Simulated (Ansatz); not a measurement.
**Heat carried by phonons in KI (Fm-3m)**

Aim: the lattice thermal conductivity of KI against temperature, and which phonons carry it.

What experiment has found for this phase:
- thermal conductivity 2.6 W/m/K near room temperature (given in “Combining the AFLOW GIBBS and Elastic Libraries to efficiently and robustly screen thermo-mechanical properties of solids”, 2017, arXiv:1611.05714)
- thermal conductivity 2.6 W/m/K near room temperature (given in “Predicting the lattice thermal conductivity of solids by solving the Boltzmann transport equation: AFLOW - AAPL an automated, accurate and efficient framework”, 2017, arXiv:1611.05481)

Main program and level: Ansatz 0.2.0; DFT r2SCAN, scalar-relativistic, plane waves, PAW; PAW set soft_1.

### Step 1. The starting structure

The structure is cubic, space group Fm-3m (No. 225). The conventional cell has a = 7.066 Å, b = 7.066 Å, c = 7.066 Å, α = 90.00°, β = 90.00°, γ = 90.00°. Nearest to K lie 6 I at 3.53 Å. Nearest to I lie 6 K at 3.53 Å. Farther neighbours and most contacts between anions are not listed.

### Step 2. Probe on a coarse mesh

A cheap single point shows whether the cell is a metal or an insulator and how far it is from rest; that sets the k-mesh and the occupations of what follows.

The input, input.yaml:

```yaml
crystal:
  lattice:
    - [0.0, 3.532775, 3.532775]
    - [3.532775, 0.0, 3.532775]
    - [3.532775, 3.532775, 0.0]
  atoms:
    - { symbol: K, position: [0.0, 0.0, 0.0] }
    - { symbol: I, position: [0.5, 0.5, 0.5] }
kpoints:
  mp_grid: { grid: [4, 4, 4] }
hamiltonian:
  xc: r2scan
  pseudopotentials: { kind: paw, azcp: { folder: soft_1 } }
scf:
  occupations: { method: gaussian, width: 0.1 }
  lower_state_search: "off"
output:
  forces: true
  stress: true
  eigenvalues: true
```

On the command line:

```bash
> ansatz run input.yaml --threads 18 --pin off --max-ram 92160MiB --backend cuda --events-out ev --progress --plain --runs-dir out
```

Numbers of over 12 decimals in the logs are rounded to 6 here.

What it wrote:

```text
Engine: ansatz 0.2.0, aarch64-unknown-linux-gnu
Pseudopotentials: kind: paw
Pseudopotential: K, paw, valence charge 9, recommended cutoff 500 eV (meta_gga), soft_1/K.paw.azcp
Pseudopotential: I, paw, valence charge 17, recommended cutoff 500 eV (meta_gga), soft_1/I.paw.azcp
Functional definition: r2SCAN
  parameter k0 = 0.174
  parameter k1 = 0.065
  parameter a1 = 4.9479
  exchange = r2scan_x(k0 = k0, k1 = k1, a1 = a1)
  correlation = r2scan_c
device memory: the entry about to start is reckoned to put 7.4 GiB on a device that reports 182.5 GiB free
GPU FFT provider: cuFFT
GPU libraries: cuBLAS 13.8.1, cuFFT 12.4.0, cuSOLVER 12.3.2
GPU matrix products: emulated (plane waves: as basis.precision tells), large ones in fixed point in workspaces of 1.00 GiB
Crystal: 2 atoms, lattice volume = 88.182 Å³
Basis set: ecut = 500 eV, 2229 PW (Γ), exchange–correlation on 160×160×160 points (64 copies of the dense FFT grid, shifted against one another)
Bands: 17, of which v1, the nominal top of the filled ones, is band 13 counted from 1 (12 counted from 0)
Symmetry: 48 space group operations
Space group: Fm-3m (ITA 225), of the structure as read, at distance tolerance 4.5e-5 Å
k-points: 8 of 64
Non-local potential: K, projectors of the file, l = 0: 3, l = 1: 2, l = 2: 2
Non-local potential: I, projectors of the file, l = 0: 2, l = 1: 2, l = 2: 2, l = 3: 1
PAW form: soft (Blöchl's): semilocal exchange-correlation on the pseudo side does not see the compensation charge
PAW frozen core: K, regenerated for the run's functional (the file was generated under x = pbe(κ = 0.804, μ = 0.219515), c = pbe(β = 0.066725))
PAW frozen core: I, regenerated for the run's functional (the file was generated under x = pbe(κ = 0.804, μ = 0.219515), c = pbe(β = 0.066725))
PAW one-centre angular grid: K, 302 points (default); XC on 160 Gauss nodes
PAW one-centre angular grid: I, 590 points (default); XC on 160 Gauss nodes
Initial density: superposition of atomic densities (chi_scale 0.1, normalization cell, long waves kept (reshape's long-wave potential 0.00 eV rms))
Initial wavefunctions: pseudopotential atomic-orbital guess
GPU buffer pool allocated for 64000 grid points (all kernels)
GPU transforms: local potential and band sums: pruned to the plane-wave sphere, on 40×40×40
Functional: x = r2scan, c = r2scan; τ floored in thin density (d = 2e-4 eV/Å³)
SCF iter   1: F=-9072.847761 eV  HF=-9075.077352 eV  |F-HF|=2.23e0  |Δ(HF+E_count)|=         —  Δρ=3.94e-2  dr2=2.56e0  dr2_τ=5.07e-2  ethr=3.10e-3  ⟨swp⟩=7.0  Hψ=882  notcnv=0
preconditioner: auto → none  [insulator: Δε(μ)=3.266 eV  Ē_g=9.180 eV  σ=0.100 eV  W_gap=1.00  n_scr=14 (ndim 8)  ℏωp=11.2 eV  f_vac=0.020  D(μ)=0.00/eV (n_scr^D=0)  ε∞_Penn≈2.5]
SCF iter   2: F=-9073.996295 eV  HF=-9073.987012 eV  |F-HF|=9.28e-3  |Δ(HF+E_count)|=    1.09e0  Δρ=8.60e-3  dr2=7.86e-2  dr2_τ=2.92e-2  ethr=3.10e-3  ⟨swp⟩=5.0  Hψ=453  notcnv=0
SCF iter   3: F=-9074.011193 eV  HF=-9074.000598 eV  |F-HF|=1.06e-2  |Δ(HF+E_count)|=   1.36e-2  Δρ=4.65e-3  dr2=1.44e-2  dr2_τ=1.18e-3  ethr=3.02e-4  ⟨swp⟩=2.2  Hψ=257  notcnv=0
SCF iter   4: F=-9074.012626 eV  HF=-9074.012404 eV  |F-HF|=2.22e-4  |Δ(HF+E_count)|=   1.18e-2  Δρ=7.92e-4  dr2=6.52e-4  dr2_τ=9.81e-5  ethr=5.53e-5  ⟨swp⟩=2.0  Hψ=229  notcnv=0
SCF iter   5: F=-9074.012795 eV  HF=-9074.012793 eV  |F-HF|=1.59e-6  |Δ(HF+E_count)|=   3.89e-4  Δρ=1.17e-4  dr2=5.38e-6  dr2_τ=3.56e-7  ethr=2.51e-6  ⟨swp⟩=2.2  Hψ=227  notcnv=0
SCF iter   6: F=-9074.012792 eV  HF=-9074.012792 eV  |F-HF|=5.49e-8  |Δ(HF+E_count)|=   1.64e-6  Δρ=9.87e-6  dr2=3.63e-8  dr2_τ=2.27e-8  ethr=3.85e-10  ⟨swp⟩=6.5  Hψ=897  notcnv=0
SCF iter   7: F=-9074.012792 eV  HF=-9074.012792 eV  |F-HF|=2.29e-10  |Δ(HF+E_count)|=   6.31e-8  Δρ=9.09e-7  dr2=8.44e-10  dr2_τ=7.33e-10  ethr=1.40e-10  ⟨swp⟩=2.9  Hψ=444  notcnv=0
SCF 1 converged in 7 iterations: F = -9074.012792 eV  dr2 = 8.44e-10
  greatest PAW one-centre occupation: 0.999 electrons in one spin orbital (limit 2), on the I atom at site 1 (counted from 0), in its partial waves of l = 2
SCF converged after 7 iterations
Free energy (F): -9074.012792 eV
Harris-Foulkes:  -9074.012792 eV  (|F-HF|=2.29e-10)
Internal energy: -9074.012792 eV  (E = F + TS)
E sigma→0 (E₀):  -9074.012792 eV
Fermi energy:    4.269842 eV
--- Per-component energies (eV) ---
  E_band       = -542.410469
  E_kinetic    = 413.901037
  E_local      = -3007.103831  (includes V_loc(G=0)·N_el)
  E_nonlocal   = 128.857978
  E_hartree    = 1289.654904
  E_xc         = -235.865398
  E_vxc        = -306.362509  (∫ρ·V_xc dr)
  E_paw        = -5594.901336  (= ΣΔE_a)
  E_vpaw       = -369.190549  (= ΣTr[D̂ρ^β])
  E_aug_tail   = -0.000693  (compensation charges beyond the density's cutoff)
  E_vtau       = 18.178911  (kinetic-family band-sum trace: ∫τ·v_τ [+ j·A + Jᵃ·Aᵃ] dr)
  E_ewald      = -2068.432357
  E_core_change = -0.123095  (= ΣΔE_core)
  E_smearing   = -0.000000  (= −TS)
  E_closure    = 0.000000  (closes the sum)
  Σ components = -9074.012792   (vs F -9074.012792, Δ=0.00e0)
--- Forces (eV/Å), atoms counted from 1 ---
  atom   1  K     -0.00000000    -0.00000000     0.00000000
  atom   2  I      0.00000000    -0.00000000    -0.00000000
  max |Σ_I F_I| component: 3.67e-29 eV/Å
--- Stress (GPa, compression-positive) ---
        0.153003       0.000000      -0.000000
       -0.000000       0.153003       0.000000
       -0.000000      -0.000000       0.153003
  P = ⅓ Tr σ = 0.1530 GPa (1.530 kbar)
--- Band table (eV; the first three rows and the last of 8) ---
  k-point 0: bands = [... 9 lower, -8.8468, 1.9636, 1.9636, 1.9636, 6.5737, 9.0255, 9.0255, 9.0255]
  k-point 1: bands = [... 9 lower, -8.6932, 1.2147, 1.7878, 1.7878, 7.6293, 9.0921, 9.6665, 9.6665]
  k-point 2: bands = [... 9 lower, -8.5482, 0.6443, 1.6273, 1.6273, 7.9917, 10.3017, 10.7475, 10.7475]
  k-point 7: bands = [... 9 lower, -8.6294, 1.2245, 1.2245, 1.3681, 8.9421, 8.9421, 9.3528, 10.9469]
```

Run time: 1.5 s. Hardware: 1 × NVIDIA GB200 with 18 threads of Arm Neoverse V2, shared host; peak memory 1.1 GiB.

A gap read on the k-mesh alone can miss the band edges.

Numbers from this step:

* pressure: 0.1530 GPa
* gap on the k-mesh: 4.610 eV
* volume per atom: 44.09 Å³/atom

The start is under 0.15 GPa at this level and looks like an insulator or semiconductor on this mesh.

### Step 3. Finding the static equilibrium

Phonons are second derivatives about a minimum, so cell and atoms are relaxed first, inside the symmetry of the start.

input.yaml, the sections that differ from step 2:

```yaml
kpoints:
  mp_grid: { grid: [6, 6, 6] }
scf:
  occupations: { method: gaussian, width: 0.02 }
  lower_state_search: "off"
relax:
  adjacent_minimum: "off"
  f_tol: 0.005
  max_steps: 80
  cell: { stress_tol: 0.05 }
# crystal, hamiltonian, output: as in step 2
```

What it wrote:

```text
[...]
Crystal: 2 atoms, lattice volume = 88.182 Å³
Basis set: ecut = 500 eV, 2229 PW (Γ), exchange–correlation on 160×160×160 points (64 copies of the dense FFT grid, shifted against one another)
Bands: 17, of which v1, the nominal top of the filled ones, is band 13 counted from 1 (12 counted from 0)
Symmetry: 48 space group operations
[...]
k-points: 16 of 216
[...]
SCF iter   1: F=-9072.834606 eV  HF=-9075.079762 eV  |F-HF|=2.25e0  |Δ(HF+E_count)|=         —  Δρ=3.95e-2  dr2=2.57e0  dr2_τ=5.08e-2  ethr=3.10e-3  ⟨swp⟩=8.2  Hψ=1949  notcnv=0
[...]
SCF iter   2: F=-9073.996748 eV  HF=-9073.988283 eV  |F-HF|=8.47e-3  |Δ(HF+E_count)|=    1.09e0  Δρ=8.64e-3  dr2=7.99e-2  dr2_τ=2.93e-2  ethr=3.10e-3  ⟨swp⟩=4.6  Hψ=862  notcnv=0
[...]
SCF iter   7: F=-9074.013487 eV  HF=-9074.013487 eV  |F-HF|=1.64e-11  |Δ(HF+E_count)|=   6.60e-8  Δρ=9.24e-7  dr2=1.02e-9  dr2_τ=7.77e-10  ethr=1.75e-10  ⟨swp⟩=2.6  Hψ=854  notcnv=0
SCF 1 converged in 7 iterations: F = -9074.013487 eV  dr2 = 1.02e-9
[...]
relax step   1: F+E_penalty+E_count = -9074.01348738 eV  Δ(F+E_penalty+E_count) = +0.000e0 eV  max|allowed force component| = 1.519e-25 eV/Å  Δτ_max = 0.0000 Å  P = +0.148 GPa  Ω = 88.182 Å³  (7 SCF iters, dr2 threshold 1.00e-7 eV, accepted)
[...]
Crystal: 2 atoms, lattice volume = 88.608 Å³
[...]
iter 1 solved again at ethr=5.66e-8 eV; its pass at ethr=3.10e-3 eV (dr2=1.47e-5 eV) is discarded
[...]
SCF iter   2: F=-9074.013766 eV  HF=-9074.013768 eV  |F-HF|=2.20e-6  |Δ(HF+E_count)|=   3.11e-4  Δρ=5.20e-5  dr2=4.03e-6  dr2_τ=1.42e-7  ethr=5.66e-8  ⟨swp⟩=2.0  Hψ=464  notcnv=0
[...]
SCF iter   5: F=-9074.013767 eV  HF=-9074.013767 eV  |F-HF|=9.96e-9  |Δ(HF+E_count)|=   4.51e-8  Δρ=3.75e-6  dr2=1.68e-8  dr2_τ=4.58e-10  ethr=2.09e-10  ⟨swp⟩=6.0  Hψ=1171  notcnv=0
SCF 2 converged in 5 iterations: F = -9074.013767 eV  dr2 = 1.68e-8
relax step   2: F+E_penalty+E_count = -9074.01376735 eV  Δ(F+E_penalty+E_count) = -2.800e-4 eV  max|allowed force component| = 9.241e-25 eV/Å  Δτ_max = 0.0000 Å  P = +0.085 GPa  Ω = 88.608 Å³  energy of the carried Pulay correction = -2.883e-5 eV  (5 SCF iters, dr2 threshold 5.45e-8 eV, accepted)
[...]
Crystal: 2 atoms, lattice volume = 89.191 Å³
[...]
SCF iter   6: F=-9074.013885 eV  HF=-9074.013885 eV  |F-HF|=1.46e-9  |Δ(HF+E_count)|=   5.65e-9  Δρ=1.42e-6  dr2=2.55e-9  dr2_τ=7.27e-11  ethr=6.93e-11  ⟨swp⟩=5.2  Hψ=1103  notcnv=0
SCF 3 converged in 6 iterations: F = -9074.013885 eV  dr2 = 2.55e-9
relax step   3: F+E_penalty+E_count = -9074.01388541 eV  Δ(F+E_penalty+E_count) = -1.181e-4 eV  max|allowed force component| = 1.099e-25 eV/Å  Δτ_max = 0.0000 Å  P = +0.002 GPa  Ω = 89.191 Å³  energy of the carried Pulay correction = -6.805e-5 eV  (6 SCF iters, dr2 threshold 1.80e-8 eV, accepted)
[...]
SCF iter   1: F=-9074.013960 eV  HF=-9074.013314 eV  |F-HF|=6.46e-4  |Δ(HF+E_count)|=         —  Δρ=1.88e-4  dr2=6.27e-7  dr2_τ=4.84e-8  ethr=5.85e-8  ⟨swp⟩=3.8  Hψ=2674  notcnv=0
[...]
SCF iter   2: F=-9074.013953 eV  HF=-9074.014021 eV  |F-HF|=6.79e-5  |Δ(HF+E_count)|=   7.07e-4  Δρ=9.40e-5  dr2=1.93e-7  dr2_τ=3.37e-6  ethr=2.41e-9  ⟨swp⟩=2.1  Hψ=463  notcnv=0
[...]
SCF iter   6: F=-9074.013954 eV  HF=-9074.013954 eV  |F-HF|=5.09e-11  |Δ(HF+E_count)|=  2.87e-10  Δρ=8.61e-8  dr2=1.81e-11  dr2_τ=1.31e-13  ethr=1.00e-12  ⟨swp⟩=5.9  Hψ=1614  notcnv=0
SCF 4 converged in 6 iterations: F = -9074.013954 eV  dr2 = 1.81e-11
relax step   4: F+E_penalty+E_count = -9074.01395409 eV  Δ(F+E_penalty+E_count) = -6.868e-5 eV  max|allowed force component| = 2.745e-28 eV/Å  Δτ_max = 0.0000 Å  P = +0.002 GPa  Ω = 89.191 Å³  stress off target by 2.44e-3 GPa  SCF on the basis re-selected at this cell (its energy is not comparable with the rows above)  (6 SCF iters)
basis re-selected at this cell: Δ(F+E_penalty+E_count) = -6.868e-5 eV, ΔP = +0.000 GPa vs the last step (what re-selecting the basis moved, of the pressure what is left beyond the Pulay correction that the steps carried, after the strain that the cell walked since its last selection, with what the two solves' SCF thresholds leave and, on support functions, any second-order correction that the steps lacked; it is no m [...]
SCF converged after 6 iterations
Free energy (F): -9074.013954 eV
[...]
Internal energy: -9074.013954 eV  (E = F + TS)
E sigma→0 (E₀):  -9074.013954 eV
Fermi energy:    4.164202 eV
[...]
--- Stress (GPa, compression-positive) ---
        0.002435      -0.000000      -0.000000
       -0.000000       0.002435      -0.000000
       -0.000000      -0.000000       0.002435
  P = ⅓ Tr σ = 0.0024 GPa (0.024 kbar)
--- Band table (eV; the first three rows and the last of 16) ---
  k-point 0: bands = [... 9 lower, -8.9198, 1.8734, 1.8734, 1.8734, 6.4549, 8.9412, 8.9412, 8.9412]
  k-point 1: bands = [... 9 lower, -8.8459, 1.4747, 1.7861, 1.7861, 7.0625, 8.8297, 9.2434, 9.2434]
  k-point 2: bands = [... 9 lower, -8.7047, 0.8457, 1.6231, 1.6231, 7.7581, 9.4701, 9.9758, 9.9758]
  k-point 15: bands = [... 9 lower, -8.7261, 1.0035, 1.3135, 1.3433, 8.0239, 8.9798, 9.8220, 10.9400]
--- Relaxed structure (3 steps of the walk, 3 accepted, 1 SCFs on fresh bases) ---
  F+E_penalty+E_count = -9074.01395409 eV   max|allowed force component| = 2.745e-28 eV/Å   (the final SCF, on the basis selected at the relaxed cell)
  cell:  # Å, volume = 89.1908 Å³
    - [0, 3.546201, 3.546201]
    - [3.546201, 0, 3.546201]
    - [3.546201, 3.546201, 0]
  atoms:
    - { symbol: K, position: [0, 0, 0] }
    - { symbol: I, position: [0.5, 0.5, 0.5] }
```

Wall time 2.9 s (1 × NVIDIA GB200 with 18 threads); peak memory 1.2 GiB; 5.6 s of CPU time.

The steps of the relaxation:

```tsv
step	energy less that of the first step (eV)	largest force component (eV/Å)	pressure (GPa)	volume (Å³)
1	0.0000	0.0000	0.15	88.18
2	-0.0003	0.0000	0.08	88.61
3	-0.0004	0.0000	0.00	89.19
4*	-0.0005	0.0000	0.00	89.19
```

Relaxation steps marked * repeat the geometry before them on a plane-wave basis chosen anew for their cell, so energy and pressure can jump there.

The run keeps the 48 symmetry operations that it works with, so distortions that break them were not tested.

```tsv
conventional cell, symmetrised	before	after	change
a (Å)	7.066	7.092	+0.4 %
b (Å)	7.066	7.092	+0.4 %
c (Å)	7.066	7.092	+0.4 %
volume (Å³/atom)	44.09	44.60	+1.1 %
```

Final coordinates:

```xyz
2
Lattice="0.0000 3.5462 3.5462 3.5462 0.0000 3.5462 3.5462 3.5462 0.0000" Properties=species:S:1:pos:R:3 pbc="T T T"
K     0.0000    0.0000    0.0000
I     3.5462    3.5462    3.5462
```

Numbers from this step:

```
pressure          : 0.002435 GPa
gap on the k-mesh : 4.581 eV
volume per atom   : 44.60 Å³/atom
```

The relaxation ends with a pressure of 0.00 GPa.

### Step 4. Tight relaxation

The relaxation is repeated with tighter thresholds on force and stress, since phonons are sensitive to what is left; a change of mesh or smearing in the input moves the cell too.

input.yaml, the sections that differ from step 3:

```yaml
crystal:
  lattice:
    - [0.0, 3.5462012012, 3.5462012012]
    - [3.5462012012, 0.0, 3.5462012012]
    - [3.5462012012, 3.5462012012, 0.0]
  atoms:
    - { symbol: K, position: [0.0, 0.0, 0.0] }
    - { symbol: I, position: [0.5, 0.5, 0.5] }
scf:
  occupations: { method: fixed }
  lower_state_search: "off"
relax:
  adjacent_minimum: "off"
  f_tol: 0.001
  max_steps: 60
  cell: { stress_tol: 0.01 }
# kpoints, hamiltonian, output: as in step 3
```

What it wrote:

```text
[...]
GPU FFT provider: cuFFT
GPU libraries: cuBLAS 13.8.1, cuFFT 12.4.0, cuSOLVER 12.3.2
[...]
Crystal: 2 atoms, lattice volume = 89.191 Å³
Basis set: ecut = 500 eV, 2229 PW (Γ), exchange–correlation on 160×160×160 points (64 copies of the dense FFT grid, shifted against one another)
[...]
k-point 15: bands = [... 9 lower, -8.7261, 1.0035, 1.3135, 1.3433, 8.0239, 8.9798, 9.8220, 10.9400]
--- Relaxed structure (1 steps of the walk, 1 accepted, 1 SCFs on fresh bases) ---
[...]
cell:  # Å, volume = 89.1908 Å³
    - [0.0, 3.5462012012, 3.5462012012]
    - [3.5462012012, 0.0, 3.5462012012]
    - [3.5462012012, 3.5462012012, 0.0]
  atoms:
    - { symbol: K, position: [0.0, 0.0, 0.0] }
    - { symbol: I, position: [0.5, 0.5, 0.5] }
[key lines of the parts left out:]
SCF converged after 4 iterations
Free energy (F): -9074.013954 eV
Fermi energy:    1.873453 eV
P = ⅓ Tr σ = 0.0024 GPa (0.024 kbar)
```

Wall time 2.6 s (1 × NVIDIA GB200 with 18 threads); peak memory 1.2 GiB.

Little changed from the start: no atom moved by 0.005 Å and no cell edge by 0.1 %.

This step gave:

| Property | Result |
| --- | --- |
| pressure | 0.002438 GPa |

The residual pressure is 0.0024 GPa, small enough for phonons.

(Part 1 of 2 ends here.)

[Logs are printed without paths, hosts, clocks, repeated set-up lines and the standing remarks that a program may print on its own settings, such as how far it seeks lower states.]

[Hosts, paths, dates, database ids (printed as entryN), source tags and the programs' standing remarks are cut or masked in the printed files.]

[A step with changed settings may run another functional than the one named; its input shows which.]
